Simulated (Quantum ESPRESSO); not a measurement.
# NaF (Villiaumite): from Born charge to LO-TO splitting

Wanted: the LO mode of NaF (Villiaumite) from the TO mode and the field response.

Main program and level: Quantum ESPRESSO 7.5; DFT PBEsol, scalar-relativistic, plane waves, GBRV ultrasoft pseudopotentials.

### 1. Set-up

The structure is cubic, space group Fm-3m (No. 225). Conventional cell: a = 4.646 Å, b = 4.646 Å, c = 4.646 Å, α = 90.00°, β = 90.00°, γ = 90.00°. Nearest to Na lie 6 F at 2.32 Å. Nearest to F lie 6 Na at 2.32 Å. Farther neighbours and most contacts between anions are not listed.

This is the cell after its relaxation at this level of theory, not the database cell from which that began.

### 2. What the response run gave

A linear-response run on the relaxed cell, with the response to an electric field; only its zone-centre results are used. Cutoff 55 Ry, k mesh 8×8×8.

The program printed:

```text
[banners, grids, parts of the stress and lines that vanish by symmetry left out]
Program PHONON v.7.5
     Reading xml data from directory:

[...]
Exchange-correlation= PBESOL
                           (   1   4  10   8   0   0   0)
[...]
kinetic-energy cut-off    =      55.0000  Ry
     charge density cut-off    =     440.0000  Ry
     convergence threshold     =      1.0E-18
[...]
Exchange-correlation= PBESOL
                           (   1   4  10   8   0   0   0)
[...]
q = (   0.0000000   0.0000000   0.0000000 )
     49 Sym.Ops. (with q -> -q+G )
     G cutoff =  859.1328  (  26469 G-vectors)     FFT grid: ( 45, 45, 45)
     G cutoff =  429.5664  (   9377 G-vectors)  smooth grid: ( 30, 30, 30)
     number of k points=    29
[...]
Mode symmetry, O_h (m-3m)  point group:
[...]
Dielectric constant
[...]
End of electric fields calculation
          Dielectric constant in cartesian axis
          (       1.891064346       0.000000000      -0.000000000 )
          (       0.000000000       1.891064346       0.000000000 )
          (      -0.000000000       0.000000000       1.891064346 )
          Effective charges (d Force / dE) in cartesian axis without acoustic sum rule applied (asr)
           atom    1  Na    Mean Z*:        1.01512
      Ex  (        1.01512       -0.00000       -0.00000 )
      Ey  (       -0.00000        1.01512        0.00000 )
      Ez  (       -0.00000        0.00000        1.01512 )
           atom    2  F     Mean Z*:       -1.01034
      Ex  (       -1.01034       -0.00000       -0.00000 )
      Ey  (       -0.00000       -1.01034       -0.00000 )
      Ez  (        0.00000       -0.00000       -1.01034 )
          Effective charges Sum: Mean:        0.00479
[...]
Effective charges (d Force / dE) in cartesian axis with asr applied:
           atom    1  Na    Mean Z*:        1.01273
[...]
atom    2  F     Mean Z*:       -1.01273
[...]
Representation #   1 modes #   1   2   3
[...]
End of self-consistent calculation
     Convergence has been achieved
     Representation #   2 modes #   4   5   6
[...]
End of self-consistent calculation
     Convergence has been achieved
[...]
Dielectric constant in cartesian axis
          (       1.891064346       0.000000000      -0.000000000 )
          (       0.000000000       1.891064346       0.000000000 )
          (      -0.000000000       0.000000000       1.891064346 )
          Effective charges (d Force / dE) in cartesian axis without acoustic sum rule applied (asr)
           atom    1  Na    Mean Z*:        1.01512
      Ex  (        1.01512       -0.00000       -0.00000 )
      Ey  (       -0.00000        1.01512        0.00000 )
      Ez  (       -0.00000        0.00000        1.01512 )
           atom    2  F     Mean Z*:       -1.01034
      Ex  (       -1.01034       -0.00000       -0.00000 )
      Ey  (       -0.00000       -1.01034       -0.00000 )
      Ez  (        0.00000       -0.00000       -1.01034 )
          Effective charges Sum: Mean:        0.00479
[...]
Effective charges (d Force / dE) in cartesian axis with asr applied:
           atom    1  Na    Mean Z*:        1.01273
[...]
atom    2  F     Mean Z*:       -1.01273
[...]
q = (    0.000000000   0.000000000   0.000000000 )
[...]
freq (    1) =      -0.309176 [THz] =     -10.312998 [cm-1]
     freq (    2) =      -0.309176 [THz] =     -10.312998 [cm-1]
     freq (    3) =      -0.309176 [THz] =     -10.312998 [cm-1]
     freq (    4) =       7.250729 [THz] =     241.858273 [cm-1]
     freq (    5) =       7.250729 [THz] =     241.858273 [cm-1]
     freq (    6) =       7.250729 [THz] =     241.858273 [cm-1]
[...]
Mode symmetry, O_h (m-3m)  point group:
     freq (   1-   3) =        -10.3  [cm-1]   --> T_1u G_15  G_4- I
     freq (   4-   6) =        241.9  [cm-1]   --> T_1u G_15  G_4- I

   JOB DONE.
```

| quantity | value |
| --- | --- |
| cell volume Ω (Å³) | 25.072 |
| mass of Na (u) | 22.990 |
| mass of F (u) | 18.998 |
| Born charge of Na, raw (e) | 1.015 |
| Born charge of F, raw (e) | -1.010 |
| ε∞ | 1.891 |
| ω(TO) after the sum rule (cm⁻¹) | 242.0 |

### 3. The calculation

The charges must sum to zero over the cell; taking off their mean, 0.002 e, leaves Z* = 1.013 e on Na. In the polar mode Na moves against F, so the reduced mass is μ = 22.99 × 19.00 / 41.99 = 10.402 u.

A longitudinal wave builds up a field that adds to the restoring force: ω(LO)² = ω(TO)² + 4π Z*² / (μ Ω ε∞), in Hartree atomic units. With μ = 18962 electron masses and Ω = 169.20 bohr³ the second term is 2.1241e-06 Ha², or 102317 cm⁻² (1 Ha = 219474.6 cm⁻¹).

So ω(LO) = √(58583 + 102317) = 401.1 cm⁻¹, and by the Lyddane-Sachs-Teller relation ε₀ = ε∞ (ω(LO)/ω(TO))² = 5.19.

### 4. Check against the program

The analysis program adds the same non-analytic term to the full matrix, here for q along (1 0 0).

The program printed:

```text
[banner, memory and clock lines left out]
Program DYNMAT v.7.5

     Reading Dynamical Matrix from file g.dyn
     ...Force constants read
     ...epsilon and Z* read

     Polarizability (A^3 units)
     multiply by 0.770997 for Clausius-Mossotti correction
         1.777844    0.000000   -0.000000
         0.000000    1.777844    0.000000
        -0.000000    0.000000    1.777844

     IR activities are in (D/A)^2/amu units

# mode   [cm-1]    [THz]      IR
    1     -0.00   -0.0000    0.0000
    2     -0.00   -0.0000    0.0000
    3     -0.00   -0.0000    0.0000
    4    242.04    7.2561    2.2747
    5    242.04    7.2561    2.2747
    6    401.13   12.0257    2.2747
```

ε₀ comes from the program's run without a direction of q.

| quantity | by hand | program |
| --- | --- | --- |
| ω(LO) (cm⁻¹) | 401.1 | 401.1 |
| ε₀ | 5.19 | 5.19 |

### 5. What came out

* TO mode: 242.0 cm⁻¹
* LO mode: 401.1 cm⁻¹
* static dielectric constant: 5.194

The LO mode of NaF (Villiaumite) lies at 401 cm⁻¹, 159 cm⁻¹ above the TO mode; the formula meets the program within 0.1 cm⁻¹, as it must for a cubic crystal with one polar mode. ω(LO)² − ω(TO)² goes with Z*²/ε∞: an error of 5 % in ε∞ would move the LO mode by 6.1 cm⁻¹, and semilocal functionals tend to overestimate ε∞. The acoustic modes of the response miss zero by 10 cm⁻¹, a numerical error that can touch the optical modes as well. These are harmonic values at zero temperature, at the volume of this functional, for the structure held cubic; stability elsewhere in the zone is no part of this calculation.

[Host names and launcher messages were left out of these logs when they were recorded.]

[Logs are printed without paths, hosts, clocks, repeated set-up lines and the standing remarks that a program may print on its own settings, such as how far it seeks lower states.]

[Hosts, paths, dates, database ids (printed as entryN), source tags and the programs' standing remarks are cut or masked in the printed files.]
